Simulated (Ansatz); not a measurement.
# NaMnBr3, from a guessed structure to a relaxed one

This structure for NaMnBr3 is made up. Its elements were placed in a known structure type with a cell scaled to their sizes. What cell does the guess relax to, and how far off was it?

Main program and level: Ansatz 0.2.0; DFT, PBEsol, plane-wave PAW, files of the set soft_1, scalar-relativistic, ferromagnetic start, cell and ions relaxed at zero pressure; PAW set soft_1, in the first sound run; inputs show where later runs differ.

## Step 1: Starting point

It takes space group Pm-3m (No. 221, cubic). Conventional cell: a = 5.042 Å, b = 5.042 Å, c = 5.042 Å, α = 90.00°, β = 90.00°, γ = 90.00°. Nearest to Br lie 2 Mn at 2.52 Å and 4 Na at 3.57 Å. Nearest to Mn lie 6 Br at 2.52 Å. Na has 12 Br at 3.57 Å nearest. Farther neighbours and most contacts between anions are not listed.

## Step 2: Relaxation of the guess

The guess takes its coordinates from another compound and its volume from a rule, so the cell and any free coordinates are relaxed together.

Contents of input.yaml:

```yaml
crystal:
  lattice:
    - [5.042, 0.0, 0.0]
    - [0.0, 5.042, 0.0]
    - [0.0, 0.0, 5.042]
  atoms:
    - { symbol: Br, position: [0.0, 0.5, 0.5] }
    - { symbol: Br, position: [0.5, 0.5, 0.0] }
    - { symbol: Br, position: [0.5, 0.0, 0.5] }
    - { symbol: Mn, position: [0.5, 0.5, 0.5], spin: 4.0 }
    - { symbol: Na, position: [0.0, 0.0, 0.0] }
magnetization:
  spin_polarized: true
kpoints:
  mp_grid: { grid: [5, 5, 5] }
scf:
  occupations: { method: fermi_dirac, width: 0.05 }
hamiltonian:
  xc: pbesol
  pseudopotentials: { kind: paw, azcp: { folder: soft_1 }, xc_functional: pbe }
relax:
  f_tol: 0.015
  max_steps: 70
  cell: {}
output:
  forces: true
  stress: true
```

Started as:

```bash
$ ansatz run input.yaml --threads 4 --pin off --max-ram 8192MiB --backend cpu --events-out ev --progress --plain --runs-dir out
```

Numbers of over 12 decimals in the logs are rounded to 6 here.

The program printed:

```text
Engine: ansatz 0.2.0, aarch64-unknown-linux-gnu
Pseudopotentials: kind: paw
Pseudopotential: Br, paw, valence charge 7, recommended cutoff 420 eV (normal), soft_1/Br.paw.azcp
Pseudopotential: Mn, paw, valence charge 15, recommended cutoff 420 eV (normal), soft_1/Mn.paw.azcp
Pseudopotential: Na, paw, valence charge 9, recommended cutoff 420 eV (normal), soft_1/Na.paw.azcp
Functional definition: PBEsol
  exchange = pbesol_x
  correlation = pbesol_c
Crystal: 5 atoms, lattice volume = 128.177 Å³
Basis set: ecut = 420 eV, 2517 PW (Γ), exchange–correlation on 72×72×72 points (8 copies of the dense FFT grid, shifted against one another)
Bands: 30, of which v1, the nominal top of the filled ones, is band 23 counted from 1 (22 counted from 0)
Symmetry: 48 space group operations
Space group: Pm-3m (ITA 221), of the structure as read, at distance tolerance 5.0e-5 Å
Magnetic group: BNS 221.92 (UNI 1594), of the structure as read, at distance tolerance 5.0e-5 Å
k-points: 10 of 125
Non-local potential: Br, projectors of the file, l = 0: 2, l = 1: 2, l = 2: 2
Non-local potential: Mn, projectors of the file, l = 0: 3, l = 1: 2, l = 2: 3, l = 3: 1
Non-local potential: Na, projectors of the file, l = 0: 3, l = 1: 2, l = 2: 1
PAW form: soft (Blöchl's): semilocal exchange-correlation on the pseudo side does not see the compensation charge
PAW frozen core: Br, regenerated for the run's functional, and the local potential with it (the file was generated under x = pbe(κ = 0.804, μ = 0.219515), c = pbe(β = 0.066725))
PAW frozen core: Mn, regenerated for the run's functional, and the local potential with it (the file was generated under x = pbe(κ = 0.804, μ = 0.219515), c = pbe(β = 0.066725))
PAW frozen core: Na, regenerated for the run's functional, and the local potential with it (the file was generated under x = pbe(κ = 0.804, μ = 0.219515), c = pbe(β = 0.066725))
PAW one-centre angular grid: Br, 110 points (default); XC on 64 Gauss nodes
PAW one-centre angular grid: Mn, 590 points (default); XC on 64 Gauss nodes
PAW one-centre angular grid: Na, 110 points (default); XC on 64 Gauss nodes
Initial density: superposition of atomic densities (chi_scale 0.1, normalization cell, long waves kept (reshape's long-wave potential 0.00 eV rms))
Starting moments: Σ|m| = 4 μB on 1 of 5 sites
Initial wavefunctions: pseudopotential atomic-orbital guess
Functional: x = pbesol(κ = 0.804, μ = 0.123457), c = pbesol(β = 0.046)
SCF iter   1: F=—  HF=-13559.903704 eV  |F-HF|=—  |Δ(HF+E_count)|=         —  Δρ=6.48e-2 (↑6.48e-2 ↓5.04e-2)  dr2=1.80e1  dr2_m=1.06e-1  M=4.213 μB ∫|m|=4.216 μB  β_m=0.30  ethr=3.10e-3  ⟨swp⟩=6.8  Hψ=2646  notcnv=0
Mixer restart at iter 1: flushing history
preconditioner: auto → Resta (q_TF=auto, 2.292 Å⁻¹)  ε∞=4.8  [insulator: Δε(μ)=0.330 eV  Ē_g=9.069 eV  σ=0.050 eV  W_gap=0.51  n_scr=26 (ndim 8)  ℏωp=17.7 eV  f_vac=0.000  D(μ)=4.33/eV (n_scr^D=26)  ε∞_Penn≈4.8]
spin=Collinear: Resta preconditioning applied to the charge; magnetization (m = ρ↑ − ρ↓) channel mixes plain (no charge-response kernel on spin).
SCF iter   2: F=—  HF=-13558.792152 eV  |F-HF|=—  |Δ(HF+E_count)|=    1.11e0  Δρ=2.21e-2 (↑2.21e-2 ↓1.50e-2)  dr2=2.37e0  dr2_m=3.86e-2  M=4.324 μB ∫|m|=4.326 μB  β_m=0.36  ethr=3.10e-3  ⟨swp⟩=3.0  Hψ=1429  notcnv=0  defer=20
SCF iter   3: F=—  HF=-13558.439898 eV  |F-HF|=—  |Δ(HF+E_count)|=   3.52e-1  Δρ=9.44e-3 (↑9.44e-3 ↓6.94e-3)  dr2=4.05e-1  dr2_m=2.34e-2  M=4.444 μB ∫|m|=4.445 μB  β_m=0.53  ethr=3.10e-3  ⟨swp⟩=2.5  Hψ=1106  notcnv=0  defer=18
SCF iter   4: F=—  HF=-13558.270962 eV  |F-HF|=—  |Δ(HF+E_count)|=   1.69e-1  Δρ=8.33e-3 (↑4.39e-3 ↓8.33e-3)  dr2=4.50e-2  dr2_m=3.93e-2  M=4.697 μB ∫|m|=4.698 μB  β_m=0.77  ethr=9.01e-4  ⟨swp⟩=2.9  Hψ=1231  notcnv=0  defer=18
SCF iter   5: F=—  HF=-13558.361103 eV  |F-HF|=—  |Δ(HF+E_count)|=         —  Δρ=8.51e-3 (↑5.94e-3 ↓8.51e-3)  dr2=2.44e-2  dr2_m=5.79e-2  M=4.951 μB ∫|m|=4.952 μB  β_m=0.77  ethr=1.00e-4  ⟨swp⟩=2.5  Hψ=1031  notcnv=0  defer=18
Mixer restart at iter 5: flushing history
SCF iter   6: F=—  HF=-13558.366470 eV  |F-HF|=—  |Δ(HF+E_count)|=   5.37e-3  Δρ=3.76e-3 (↑3.76e-3 ↓2.34e-3)  dr2=3.12e-3  dr2_m=1.02e-2  M=4.969 μB ∫|m|=4.970 μB  β_m=0.88  ethr=5.41e-5  ⟨swp⟩=2.1  Hψ=1072  notcnv=0  defer=18
SCF iter   7: F=—  HF=-13558.369829 eV  |F-HF|=—  |Δ(HF+E_count)|=   3.36e-3  Δρ=2.81e-3 (↑2.81e-3 ↓1.11e-3)  dr2=1.36e-2  dr2_m=9.42e-4  M=4.970 μB ∫|m|=4.971 μB  β_m=0.66  ethr=6.93e-6  ⟨swp⟩=2.0  Hψ=1251  notcnv=0  defer=18
SCF iter   8: F=—  HF=-13558.363404 eV  |F-HF|=—  |Δ(HF+E_count)|=   6.42e-3  Δρ=1.68e-4 (↑1.21e-4 ↓1.68e-4)  dr2=7.86e-5  dr2_m=8.49e-6  M=4.972 μB ∫|m|=4.973 μB  β_m=0.83  ethr=6.93e-6  ⟨swp⟩=2.1  Hψ=1176  notcnv=0  defer=18
SCF iter   9: F=—  HF=-13558.363079 eV  |F-HF|=—  |Δ(HF+E_count)|=   3.24e-4  Δρ=4.71e-5 (↑4.71e-5 ↓4.03e-5)  dr2=1.06e-5  dr2_m=5.38e-7  M=4.972 μB ∫|m|=4.973 μB  β_m=0.87  ethr=1.75e-7  ⟨swp⟩=2.0  Hψ=839  notcnv=0  defer=18
SCF iter  10: F=—  HF=-13558.363081 eV  |F-HF|=—  |Δ(HF+E_count)|=   1.49e-6  Δρ=1.92e-5 (↑1.71e-5 ↓1.92e-5)  dr2=1.21e-6  dr2_m=3.59e-8  M=4.972 μB ∫|m|=4.973 μB  β_m=0.89  ethr=2.36e-8  ⟨swp⟩=2.1  Hψ=963  notcnv=0  defer=18
SCF iter  11: F=—  HF=-13558.363082 eV  |F-HF|=—  |Δ(HF+E_count)|=   6.50e-7  Δρ=9.73e-6 (↑9.73e-6 ↓3.79e-6)  dr2=1.90e-7  dr2_m=2.18e-8  M=4.972 μB ∫|m|=4.973 μB  β_m=0.95  ethr=2.68e-9  ⟨swp⟩=2.1  Hψ=962  notcnv=0  defer=18
SCF iter  12: F=-13558.363082 eV  HF=-13558.363082 eV  |F-HF|=1.44e-9  |Δ(HF+E_count)|=   8.79e-8  Δρ=2.67e-6 (↑2.67e-6 ↓7.34e-7)  dr2=8.60e-9  dr2_m=2.11e-9  M=4.972 μB ∫|m|=4.973 μB  ethr=2.22e-10  ⟨swp⟩=2.2  Hψ=2090  notcnv=0
SCF 1 converged in 12 iterations: F = -13558.363082 eV  dr2 = 8.60e-9
  greatest PAW one-centre occupation: 1.000 electrons in one spin orbital (limit 2), on the Mn atom at site 3 (counted from 0), in its partial waves of l = 1
relax step   1: F+E_penalty+E_count = -13558.36308171 eV  Δ(F+E_penalty+E_count) = +0.000e0 eV  max|allowed force component| = 2.711e-29 eV/Å  Δτ_max = 0.0000 Å  P = +4.190 GPa  Ω = 128.177 Å³  (12 SCF iters, dr2 threshold 1.00e-7 eV, accepted)
Crystal: 5 atoms, lattice volume = 138.569 Å³
Basis set: ecut = 420 eV, 2721 PW (Γ), exchange–correlation on 72×72×72 points (8 copies of the dense FFT grid, shifted against one another)
Initial density: handed on by an earlier stage of this run
Starting moments: Σ|m| = 4 μB on 1 of 5 sites; this step starts from the density that it was given
Initial wavefunctions: those handed on with the density
[...]
spin=Collinear: Resta preconditioning applied to the charge; magnetization (m = ρ↑ − ρ↓) channel mixes plain (no charge-response kernel on spin).
SCF iter   2: F=—  HF=-13558.532164 eV  |F-HF|=—  |Δ(HF+E_count)|=   1.58e-3  Δρ=6.61e-4 (↑6.61e-4 ↓2.93e-4)  dr2=6.51e-4  dr2_m=1.76e-4  M=5.000 μB ∫|m|=5.001 μB  β_m=0.48  ethr=9.36e-6  ⟨swp⟩=2.0  Hψ=1105  notcnv=0
SCF iter   3: F=—  HF=-13558.531871 eV  |F-HF|=—  |Δ(HF+E_count)|=   2.93e-4  Δρ=2.44e-4 (↑2.44e-4 ↓2.28e-4)  dr2=3.64e-4  dr2_m=3.65e-5  M=5.000 μB ∫|m|=5.001 μB  β_m=0.70  ethr=1.45e-6  ⟨swp⟩=2.0  Hψ=1055  notcnv=0
SCF iter   4: F=—  HF=-13558.531866 eV  |F-HF|=—  |Δ(HF+E_count)|=   4.32e-6  Δρ=1.59e-4 (↑1.59e-4 ↓6.69e-5)  dr2=5.60e-5  dr2_m=6.85e-6  M=5.000 μB ∫|m|=5.001 μB  β_m=0.69  ethr=8.08e-7  ⟨swp⟩=2.0  Hψ=786  notcnv=0
SCF iter   5: F=—  HF=-13558.531836 eV  |F-HF|=—  |Δ(HF+E_count)|=   3.03e-5  Δρ=3.37e-5 (↑3.37e-5 ↓2.19e-5)  dr2=3.96e-6  dr2_m=1.01e-7  M=5.000 μB ∫|m|=5.001 μB  β_m=0.81  ethr=1.25e-7  ⟨swp⟩=2.0  Hψ=947  notcnv=0
SCF iter   6: F=-13558.531836 eV  HF=-13558.531836 eV  |F-HF|=4.33e-8  |Δ(HF+E_count)|=   3.78e-7  Δρ=1.02e-5 (↑6.65e-6 ↓1.02e-5)  dr2=3.58e-7  dr2_m=4.38e-8  M=5.000 μB ∫|m|=5.001 μB  ethr=1.11e-9  ⟨swp⟩=3.0  Hψ=2336  notcnv=0
SCF 3 converged in 6 iterations: F = -13558.531836 eV  dr2 = 3.58e-7
relax step   3: F+E_penalty+E_count = -13558.53183569 eV  Δ(F+E_penalty+E_count) = -1.004e-2 eV  max|allowed force component| = 5.362e-29 eV/Å  Δτ_max = 0.0000 Å  P = +0.122 GPa  Ω = 141.873 Å³  energy of the carried Pulay correction = -2.943e-3 eV  (6 SCF iters, dr2 threshold 5.00e-7 eV, accepted)
[...]
relax step   4: F+E_penalty+E_count = -13558.53193250 eV  Δ(F+E_penalty+E_count) = -9.682e-5 eV  max|allowed force component| = 5.728e-29 eV/Å  Δτ_max = 0.0000 Å  P = +0.005 GPa  Ω = 142.382 Å³  energy of the carried Pulay correction = -3.046e-3 eV  (6 SCF iters, dr2 threshold 3.71e-8 eV, accepted)
Initial wavefunctions: pseudopotential atomic-orbital guess (no wavefunctions were taken with the density)
iter 1 solved again at ethr=5.38e-7 eV; its pass at ethr=3.10e-3 eV (dr2=2.42e-4 eV) is discarded
SCF iter   1: F=—  HF=-13558.534706 eV  |F-HF|=—  |Δ(HF+E_count)|=         —  Δρ=8.12e-5 (↑8.12e-5 ↓7.28e-5)  dr2=2.60e-6  dr2_m=5.23e-7  M=5.000 μB ∫|m|=5.001 μB  β_m=0.65  ethr=5.38e-7  ⟨swp⟩=3.1  Hψ=4216  notcnv=0
preconditioner: auto → Resta (q_TF=auto, 2.252 Å⁻¹)  ε∞=4.1  [insulator: Δε(μ)=0.822 eV  Ē_g=9.449 eV  σ=0.050 eV  W_gap=1.00  n_scr=26 (ndim 8)  ℏωp=16.8 eV  f_vac=0.116  D(μ)=0.00/eV (n_scr^D=0)  ε∞_Penn≈4.1]
spin=Collinear: Resta preconditioning applied to the charge; magnetization (m = ρ↑ − ρ↓) channel mixes plain (no charge-response kernel on spin).
SCF iter   2: F=—  HF=-13558.535039 eV  |F-HF|=—  |Δ(HF+E_count)|=   3.33e-4  Δρ=3.17e-5 (↑3.17e-5 ↓2.77e-5)  dr2=4.65e-7  dr2_m=8.11e-8  M=5.000 μB ∫|m|=5.001 μB  β_m=0.62  ethr=5.77e-9  ⟨swp⟩=2.0  Hψ=1035  notcnv=0
SCF iter   3: F=—  HF=-13558.535088 eV  |F-HF|=—  |Δ(HF+E_count)|=   4.89e-5  Δρ=6.63e-6 (↑6.63e-6 ↓4.95e-6)  dr2=1.75e-8  dr2_m=2.49e-8  M=5.000 μB ∫|m|=5.001 μB  β_m=0.60  ethr=1.03e-9  ⟨swp⟩=2.0  Hψ=1049  notcnv=0
SCF iter   4: F=—  HF=-13558.535089 eV  |F-HF|=—  |Δ(HF+E_count)|=   6.52e-7  Δρ=3.18e-6 (↑1.38e-6 ↓3.18e-6)  dr2=1.86e-8  dr2_m=5.48e-9  M=5.000 μB ∫|m|=5.001 μB  β_m=0.80  ethr=3.88e-11  ⟨swp⟩=2.1  Hψ=1040  notcnv=0
SCF iter   5: F=—  HF=-13558.535089 eV  |F-HF|=—  |Δ(HF+E_count)|=   3.53e-8  Δρ=1.73e-6 (↑1.73e-6 ↓1.06e-6)  dr2=3.54e-9  dr2_m=1.81e-9  M=5.000 μB ∫|m|=5.001 μB  β_m=0.84  ethr=3.88e-11  ⟨swp⟩=2.1  Hψ=974  notcnv=0
SCF iter   6: F=—  HF=-13558.535075 eV  |F-HF|=—  |Δ(HF+E_count)|=   1.39e-5  Δρ=4.71e-7 (↑4.71e-7 ↓4.48e-7)  dr2=1.53e-9  dr2_m=7.97e-12  M=5.000 μB ∫|m|=5.001 μB  β_m=0.92  ethr=7.88e-12  ⟨swp⟩=2.5  Hψ=1058  notcnv=0
SCF iter   7: F=—  HF=-13558.535075 eV  |F-HF|=—  |Δ(HF+E_count)|=   3.11e-9  Δρ=1.94e-7 (↑1.47e-7 ↓1.94e-7)  dr2=3.42e-10  dr2_m=3.13e-12  M=5.000 μB ∫|m|=5.001 μB  β_m=0.96  ethr=3.40e-12  ⟨swp⟩=2.2  Hψ=903  notcnv=0
SCF iter   8: F=—  HF=-13558.535075 eV  |F-HF|=—  |Δ(HF+E_count)|=  4.20e-10  Δρ=6.69e-8 (↑6.69e-8 ↓3.69e-8)  dr2=3.08e-11  dr2_m=9.93e-13  M=5.000 μB ∫|m|=5.001 μB  β_m=0.98  ethr=1.00e-12  ⟨swp⟩=2.2  Hψ=895  notcnv=0
SCF iter   9: F=-13558.535075 eV  HF=-13558.535075 eV  |F-HF|=7.28e-12  |Δ(HF+E_count)|=  1.82e-12  Δρ=1.47e-8 (↑9.33e-9 ↓1.47e-8)  dr2=1.03e-12  dr2_m=4.59e-14  M=5.000 μB ∫|m|=5.001 μB  ethr=1.00e-12  ⟨swp⟩=3.0  Hψ=1843  notcnv=0
SCF 5 converged in 9 iterations: F = -13558.535075 eV  dr2 = 1.03e-12
relax step   5: F+E_penalty+E_count = -13558.53507505 eV  Δ(F+E_penalty+E_count) = -3.143e-3 eV  max|allowed force component| = 1.704e-29 eV/Å  Δτ_max = 0.0000 Å  P = +0.012 GPa  Ω = 142.382 Å³  stress off target by 1.22e-2 GPa  SCF on the basis re-selected at this cell (its energy is not comparable with the rows above)  (9 SCF iters)
basis re-selected at this cell: Δ(F+E_penalty+E_count) = -3.143e-3 eV, ΔP = +0.007 GPa vs the last step (what re-selecting the basis moved, of the pressure what is left beyond the Pulay correction that the steps carried, after the strain that the cell walked since its last selection, with what the two solves' SCF thresholds leave and, on support functions, any second-order correction that the steps lacked; it is no m [...]
SCF converged after 9 iterations
Magnetization: 4.9999 μB (25.0000 up, 20.0000 down)
Absolute magnetization: 5.0000 μB (∫|ρ↑−ρ↓|, with the PAW one-centre terms)
Spin contamination: 0.0086 ħ² per cell (⟨S²⟩ above its minimum at these occupations)
Per-site moments (μB) at R_I (Å): [(0.075462, 1.076991), (0.075462, 1.076991), (0.075462, 1.076991), (4.353478, 1.076991), (0.00338716, 1.523095)]
Free energy (F): -13558.535075 eV
Harris-Foulkes:  -13558.535075 eV  (|F-HF|=7.28e-12)
Internal energy: -13558.535030 eV  (E = F + TS)
E sigma→0 (E₀):  -13558.535053 eV
Entropy (-TS):   -0.000045 eV (-0.009 meV/atom)
Fermi energy:    4.761292 eV
--- Per-component energies (eV) ---
  E_band       = -667.908021
  E_kinetic    = 821.378434
  E_local      = -5528.143014  (includes V_loc(G=0)·N_el)
  E_nonlocal   = 904.893125
  E_hartree    = 2057.629333
  E_xc         = -726.767458
  E_vxc        = -509.661985  (∫ρ·V_xc dr)
  E_paw        = -8394.235380  (= ΣΔE_a)
  E_vpaw       = -471.633315  (= ΣTr[D̂ρ^β])
  E_aug_tail   = 0.000123  (compensation charges beyond the density's cutoff)
  E_ewald      = -2693.791350
  E_core_change = 0.501157  (= ΣΔE_core)
  E_smearing   = -0.000045  (= −TS)
  E_closure    = -0.000000  (closes the sum)
  Σ components = -13558.535075   (vs F -13558.535075, Δ=0.00e0)
--- Forces (eV/Å), atoms counted from 1 ---
  atom   1  Br     0.00000000     0.00000000    -0.00000000
  atom   2  Br     0.00000000     0.00000000     0.00000000
  atom   3  Br     0.00000000    -0.00000000     0.00000000
  atom   4  Mn    -0.00000000    -0.00000000     0.00000000
  atom   5  Na     0.00000000     0.00000000    -0.00000000
  max |Σ_I F_I| component: 2.00e-29 eV/Å
--- Stress (GPa, compression-positive) ---
        0.012186       0.000000      -0.000000
        0.000000       0.012186       0.000000
       -0.000000       0.000000       0.012186
  P = ⅓ Tr σ = 0.0122 GPa (0.122 kbar)
--- Relaxed structure (4 steps of the walk, 4 accepted, 1 SCFs on fresh bases) ---
  F+E_penalty+E_count = -13558.53507505 eV   max|allowed force component| = 1.704e-29 eV/Å   (the final SCF, on the basis selected at the relaxed cell)
  cell:  # Å, volume = 142.3817 Å³
    - [5.221773, 0, 0]
    - [0, 5.221773, 0.0]
    - [0, 0.0, 5.221773]
  atoms:
    - { symbol: Br, position: [0, 0.5, 0.5] }
    - { symbol: Br, position: [0.5, 0.5, 0] }
    - { symbol: Br, position: [0.5, 0, 0.5] }
    - { symbol: Mn, position: [0.5, 0.5, 0.5] }
    - { symbol: Na, position: [0, 0, 0] }
```

Wall time 13 s (4 threads of Arm Neoverse N1, shared host); peak memory 0.47 GiB.

The steps of the relaxation:

| step | energy less that of the first step (eV) | largest force component (eV/Å) | pressure (GPa) | volume (Å³) |
| --- | --- | --- | --- | --- |
| 1 | 0.0000 | 0.0000 | 4.19 | 128.18 |
| 2 | -0.1587 | 0.0000 | 0.94 | 138.57 |
| 3 | -0.1688 | 0.0000 | 0.12 | 141.87 |
| 4 | -0.1689 | 0.0000 | 0.01 | 142.38 |
| 5* | -0.1720 | 0.0000 | 0.01 | 142.38 |

Relaxation steps marked * repeat the geometry before them on a plane-wave basis chosen anew for their cell, so energy and pressure can jump there.

The run keeps the 48 symmetry operations that it works with, so distortions that break them were not tested.

| conventional cell, symmetrised | before | after | change |
| --- | --- | --- | --- |
| a (Å) | 5.042 | 5.222 | +3.6 % |
| b (Å) | 5.042 | 5.222 | +3.6 % |
| c (Å) | 5.042 | 5.222 | +3.6 % |
| volume (Å³/atom) | 25.64 | 28.48 | +11.1 % |

This step gave:

| Property | Result |
| --- | --- |
| free energy | -13558.5351 eV |
| Fermi energy | 4.761 eV |
| gap by band count | 0.8225 eV |
| magnetization | 5.000 μB |
| absolute magnetization | 5.000 μB |
| site moments | 0.07546, 0.07546, 0.07546, 4.353, 0.003387 μB |
| electrons | 45 |
| symmetry operations | 48 |
| pressure | 0.01219 GPa |

Site moment by atom:

| atom | site moment (μB) |
| --- | --- |
| Br1 | 0.08 |
| Br2 | 0.08 |
| Br3 | 0.08 |
| Mn4 | 4.35 |
| Na5 | 0.00 |

The shortest distance of each pair, which need not be the same contact before and after:

| pair | guess (Å) | relaxed (Å) |
| --- | --- | --- |
| Br–Mn | 2.521 | 2.611 |
| Br–Br | 3.565 | 3.692 |
| Br–Na | 3.565 | 3.692 |
| Mn–Na | 4.367 | 4.522 |
| Mn–Mn | 5.042 | 5.222 |

The relaxation ends with a pressure of 0.01 GPa.

(Continued in part 2 of 2.)

[Logs are printed without paths, hosts, clocks, repeated set-up lines and the standing remarks that a program may print on its own settings, such as how far it seeks lower states.]

[Hosts, paths, dates, database ids (printed as entryN), source tags and the programs' standing remarks are cut or masked in the printed files.]
